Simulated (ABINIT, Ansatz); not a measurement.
# A GW chain in ABINIT: Sr2H3I (P-3m1)

Aim: the G0W0 gap of Sr2H3I (P-3m1) on LDA, step by step.

Method: LDA and many-body steps on it, plane waves, in ABINIT 10.8.3.

### Step 1. Set-up

The structure is trigonal, space group P-3m1 (No. 164). Conventional cell: a = 4.243 Å, b = 4.243 Å, c = 7.683 Å, α = 90.00°, β = 90.00°, γ = 120.00°. Nearest to Sr lie 7 H at 2.47 to 2.81 Å and 3 I at 3.48 Å. Nearest to H lie 6 H at 2.68 Å and 6 Sr at 2.81 Å. H has 4 Sr at 2.47 Å nearest. I has 6 Sr at 3.48 Å nearest. Farther neighbours and most contacts between anions are not listed.

The cell and positions are those that the Materials Project relaxed with its own functionals (PBE, PBE+U or r2SCAN), kept fixed. Spin-orbit coupling is left out unless a step names it.

### Step 2. Ground state

This step: ABINIT 10.8.3; DFT, LDA, plane waves, norm-conserving pseudopotentials.

The ground-state density comes first.

File run.abi:

```
acell 3*1.0 Angstrom
rprim 
  4.242728767114 -0.000000000028 0.000000000000
  -2.121364383533 3.674310893702 0.000000000000
  0.000000000000 0.000000000000 7.682747430000
ntypat 3
znucl 38 1 53
natom 6
typat 1 1 2 2 2 3
xred 
  0.666666666667 0.333333333333 0.678655290000
  0.333333333333 0.666666666667 0.321344710000
  0.000000000000 0.000000000000 0.500000000000
  0.666666666667 0.333333333333 0.357251500000
  0.333333333333 0.666666666667 0.642748500000
  0.000000000000 0.000000000000 0.000000000000
pp_dirpath "pseudos"
pseudos "Sr.upf, H.upf, I.upf"
ecut 31
ngkpt 6 6 4
nshiftk 1
shiftk 0 0 0
kptopt 1
chksymbreak 0
nband 22
occopt 1
tolvrs 1e-10
nstep 60
prtwf 0
optforces 0
optstress 0
indata_prefix "in"
outdata_prefix "out"
tmpdata_prefix "tmp"
```

On the command line:

```
> OMP_NUM_THREADS=1 mpirun -n 4 abinit run.abi > log
```

Numbers of over 12 decimals in the logs are rounded to 6 here.

Log:

```text
.Version 10.8.3 of ABINIT. v10.8.2 released Aug 2026.

 Symmetries : space group P-3 m 1 (#164); Bravais hP (primitive hexag.)
================================================================================
 Values of the parameters that define the memory need of the present run
     intxc =       0    ionmov =       0      iscf =       7    lmnmax =       6
     lnmax =       6     mgfft =      75  mpssoang =       3    mqgrid =    3639
     natom =       6  nloc_mem =       1    nspden =       1   nspinor =       1
    nsppol =       1      nsym =      12    n1xccc =    2501    ntypat =       3
    occopt =       1   xclevel =       1
-    mband =          22        mffmem =           1         mkmem =           6
       mpw =        6684          nfft =      151875          nkpt =          24
================================================================================
  Rough estimation (10% accuracy) of disk space for files :
================================================================================

--------------------------------------------------------------------------------
------------- Echo of variables that govern the present computation ------------
--------------------------------------------------------------------------------
 -outvars: echo values of preprocessed input variables --------
            acell      1.8897261259E+00  1.8897261259E+00  1.8897261259E+00 Bohr

      chksymbreak           0
             ecut      3.10000000E+01 Hartree
-          fftalg         312

              ixc       -1012
              kpt      0.00000000E+00  0.00000000E+00  0.00000000E+00
                       1.66666667E-01  0.00000000E+00  0.00000000E+00
                       3.33333333E-01  0.00000000E+00  0.00000000E+00
                       5.00000000E-01  0.00000000E+00  0.00000000E+00
                       1.66666667E-01  1.66666667E-01  0.00000000E+00
                       3.33333333E-01  1.66666667E-01  0.00000000E+00
                       3.33333333E-01  3.33333333E-01  0.00000000E+00
                       0.00000000E+00  0.00000000E+00  2.50000000E-01
                       1.66666667E-01  0.00000000E+00  2.50000000E-01
   [... 13 further rows ...]
                       3.33333333E-01  1.66666667E-01  5.00000000E-01
                       3.33333333E-01  3.33333333E-01  5.00000000E-01
         kptrlatt        6    0    0      0    6    0      0    0    4
          kptrlen      4.81055724E+01
P           mkmem           6
            natom           6
            nband          22
            ngfft          45      45      75
             nkpt          24
            nstep          60
             nsym          12
           ntypat           3
              occ      2.000000  2.000000  2.000000  2.000000  2.000000  2.000000
                       2.000000  2.000000  2.000000  2.000000  2.000000  2.000000
                       2.000000  2.000000  2.000000  0.000000  0.000000  0.000000
                       0.000000  0.000000  0.000000  0.000000
        optforces           0
        optstress           0
            prtwf           0
            rprim      4.2427287671E+00 -2.8000000000E-11  0.0000000000E+00
[...]
spgroup         164

           tolvrs      1.00000000E-10

             xred      6.6666666667E-01  3.3333333333E-01  6.7865529000E-01
[...]
znucl       38.00000    1.00000   53.00000

================================================================================

 chkinp: Checking input parameters for consistency.

================================================================================
== DATASET  1 ==================================================================
-   mpi_nproc: 4, omp_nthreads: 1 (-1 if OMP is not activated)

--- !DatasetInfo
iteration_state: {dtset: 1, }
dimensions: {natom: 6, nkpt: 24, mband: 22, nsppol: 1, nspinor: 1, nspden: 1, mpw: 6684, }
cutoff_energies: {ecut:  31.0, pawecutdg:  -1.0, }
electrons: {nelect:   3.00000000E+01, charge:   0.00000000E+00, occopt:   1.00000000E+00, tsmear:   1.00000000E-02, }

 Real(R)+Recip(G) space primitive vectors, cartesian coordinates (Bohr,Bohr^-1):
 R(1)=  8.0175954  0.0000000  0.0000000  G(1)=  0.1247257  0.0720104  0.0000000
 R(2)= -4.0087977  6.9434413  0.0000000  G(2)=  0.0000000  0.1440208  0.0000000
 R(3)=  0.0000000  0.0000000 14.5182885  G(3)=  0.0000000  0.0000000  0.0688786
 Unit cell volume ucvol=  8.0822881E+02 bohr^3
 Angles (23,13,12)=  9.00000000E+01  9.00000000E+01  1.20000000E+02 degrees

 getcut: wavevector=  0.0000  0.0000  0.0000  ngfft=  45  45  75
         ecut(hartree)=     31.000   => boxcut(ratio)=   2.03362

--- Pseudopotential description ------------------------------------------------
- Sr Generated using ONCVPSP code by D. R. Hamann
- 38.00000  10.00000  180309                  znucl, zion, pspdat
12 -1012 2 -1 1812                            pspcod,pspxc,lmax,lloc,mmax
     nproj     2     2     2
  pspatm : epsatm=   12.22067766
         --- l  ekb(1:nproj) -->
[...]
pspatm: atomic psp has been read  and splines computed

- H Generated using ONCVPSP code by D. R. Hamann
-  1.00000   1.00000  180309                  znucl, zion, pspdat
12 -1012 1 -1 1180                            pspcod,pspxc,lmax,lloc,mmax
     nproj     2     1     0
  pspatm : epsatm=    0.35439867
         --- l  ekb(1:nproj) -->
[...]
1   -0.275071
 pspatm: atomic psp has been read  and splines computed

- I Generated using ONCVPSP code by D. R. Hamann
- 53.00000   7.00000  180309                  znucl, zion, pspdat
12 -1012 2 -1 1182                            pspcod,pspxc,lmax,lloc,mmax
     nproj     2     2     2
  pspatm : epsatm=   17.18700033
         --- l  ekb(1:nproj) -->
[...]
pspatm: atomic psp has been read  and splines computed

   1.28074655E+03                                ecore*ucvol(ha*bohr**3)
--------------------------------------------------------------------------------

_setup2: Arith. and geom. avg. npw (full set) are    6664.674    6664.658

================================================================================

--- !BeginCycle
iteration_state: {dtset: 1, }
solver: {iscf: 7, nstep: 60, nline: 4, wfoptalg: 0, }
tolerances: {tolvrs: 1.00E-10, }

     iter   Etot(hartree)      deltaE(h)  residm     vres2
 ETOT  1  -83.397453093725    -8.340E+01 4.272E-02 1.419E+03
 ETOT  2  -83.471556372971    -7.410E-02 4.924E-03 3.475E+02
 ETOT  3  -83.476955791429    -5.399E-03 1.715E-03 1.186E+02
 ETOT  4  -83.479575406920    -2.620E-03 3.168E-03 1.474E+00
 ETOT  5  -83.479614954049    -3.955E-05 1.049E-03 3.887E-02
 ETOT  6  -83.479616406214    -1.452E-06 1.132E-03 8.324E-04
 ETOT  7  -83.479616455045    -4.883E-08 6.317E-04 4.729E-05
 ETOT  8  -83.479616459102    -4.057E-09 2.970E-04 1.438E-06
 ETOT  9  -83.479616459181    -7.847E-11 2.505E-04 5.941E-08
 ETOT 10  -83.479616459180     5.684E-13 2.436E-04 7.168E-10
 ETOT 11  -83.479616459186    -6.338E-12 1.501E-04 4.815E-11

 At SCF step   11       vres2   =  4.81E-11 < tolvrs=  1.00E-10 =>converged.

--- !ResultsGS
iteration_state: {dtset: 1, }
comment   : Summary of ground state results
lattice_vectors:
- [  8.0175954,  -0.0000000,   0.0000000, ]
- [ -4.0087977,   6.9434413,   0.0000000, ]
- [  0.0000000,   0.0000000,  14.5182885, ]
lattice_lengths: [   8.01760,    8.01760,   14.51829, ]
lattice_angles: [ 90.000,  90.000, 120.000, ] # degrees, (23, 13, 12)
lattice_volume:   8.0822881E+02
convergence: {deltae: -6.338E-12, res2:  4.815E-11, residm:  1.501E-04, diffor:  0.000E+00, }
etotal    :  -8.34796165E+01
entropy   :   0.00000000E+00
fermie    :   1.83529063E-01
cartesian_stress_tensor: null
pressure_GPa: null
xred      :
- [  6.6667E-01,   3.3333E-01,   6.7866E-01, Sr]
- [  3.3333E-01,   6.6667E-01,   3.2134E-01, Sr]
- [  0.0000E+00,   0.0000E+00,   5.0000E-01,  H]
- [  6.6667E-01,   3.3333E-01,   3.5725E-01,  H]
- [  3.3333E-01,   6.6667E-01,   6.4275E-01,  H]
- [  0.0000E+00,   0.0000E+00,   0.0000E+00,  I]
cartesian_forces: null
force_length_stats: {min: null, max: null, mean: null, }

 Integrated electronic density in atomic spheres:
 ------------------------------------------------
 Atom  Sphere_radius  Integrated_density
[...]
================================================================================

 ----iterations are completed or convergence reached----

 Mean square residual over all n,k,spin=   11.761E-07; max=  15.014E-05
 reduced coordinates (array xred) for    6 atoms
[...]
0.333333333333      0.666666666667      0.321344710000
       0.000000000000      0.000000000000      0.500000000000
       0.666666666667      0.333333333333      0.357251500000
       0.333333333333      0.666666666667      0.642748500000
       0.000000000000      0.000000000000      0.000000000000
 rms dE/dt=  0.0000E+00; max dE/dt=  0.0000E+00; dE/dt below (all hartree)
    1       0.000000000000      0.000000000000      0.000000000000
    2       0.000000000000      0.000000000000      0.000000000000
    3       0.000000000000      0.000000000000      0.000000000000
    4       0.000000000000      0.000000000000      0.000000000000
    5       0.000000000000      0.000000000000      0.000000000000
    6       0.000000000000      0.000000000000      0.000000000000

 cartesian coordinates (angstrom) at end:
    1      2.121364     1.224770     5.213937
    2      1.6e-11     2.449541     2.468810
    3      0.000000     0.000000     3.841374
    4      2.121364     1.224770     2.744673
    5      1.6e-11     2.449541     4.938074
    6      0.000000     0.000000     0.000000
 length scales=  1.889726125908  1.889726125908  1.889726125908 bohr
              =  1.000000000000  1.000000000000  1.000000000000 angstroms
 prteigrs : about to open file out_EIG
 Fermi (or HOMO) energy (hartree) =   0.18353   Average Vxc (hartree)=  -0.33893
 Eigenvalues (hartree) for nkpt=  24  k points:
 kpt#   1, nband= 22, wtk=  0.00694, kpt=  0.0000  0.0000  0.0000 (reduced coord)
  -1.10975   -1.10787   -0.46108   -0.44692   -0.44692   -0.44638   -0.44372   -0.44372
  -0.32258   -0.00461    0.00595    0.09116    0.09201    0.09201    0.17929    0.27809
   0.28125    0.28125    0.28392    0.28392    0.32306    0.33096
 prteigrs : prtvol=0 or 1, do not print more k-points.

--- !EnergyTerms
iteration_state     : {dtset: 1, }
comment             : Components of total free energy in Hartree
kinetic             :  2.30514456675930E+01
hartree             :  1.32474183677874E+01
xc                  : -2.16940665839057E+01
Ewald energy        : -5.73245358375589E+01
psp_core            :  1.58463362547898E+00
local_psp           : -5.44811348796805E+01
non_local_psp       :  1.21366231810994E+01
total_energy        : -8.34796164591864E+01
total_energy_eV     : -2.27159608713727E+03
band_energy         : -9.72792594262858E+00

== END DATASET(S) ==============================================================
================================================================================

 -outvars: echo values of variables after computation  --------
           etotal     -8.3479616459E+01
            nband          22
             nkpt          24
          spgroup         164
 [... the other variables as echoed above ...]

 Calculation completed.
```

The job ended after 43 s (4 MPI ranks of Arm Neoverse V1, shared host; peak memory 0.43 GiB).

This step gave:

- total energy: -2271.5961 eV
- gap: 1.753 eV
- k of the valence top: 0, 0, 0.5
- k of the conduction bottom: 0.1667, 0.1667, 0.5
- least direct gap: 2.319 eV

The gap is indirect, with the least direct gap 0.57 eV higher.

(Part 1 of 3 ends here.)

[Paths, hosts, dates, memory and timing lines, banners, echoed tables and standing remarks are left out of the program output.]

[Logs are printed without paths, hosts, clocks, repeated set-up lines and the standing remarks that a program may print on its own settings, such as how far it seeks lower states.]

[Runs of the session that timed out or met a known fault of the program may be left out.]

[Hosts, paths, dates, database ids (printed as entryN), source tags and the programs' standing remarks are cut or masked in the printed files.]

[G0W0 gaps are taken among the corrected bands and points alone; a level outside them can change the order at an edge.]

[Where Ansatz stands beside ABINIT at settings called matched, ABINIT's density can come from a denser mesh and the files from another edition; pairs whose starting gaps differed by over 0.03 eV were left out, so agreement reads better than it is.]
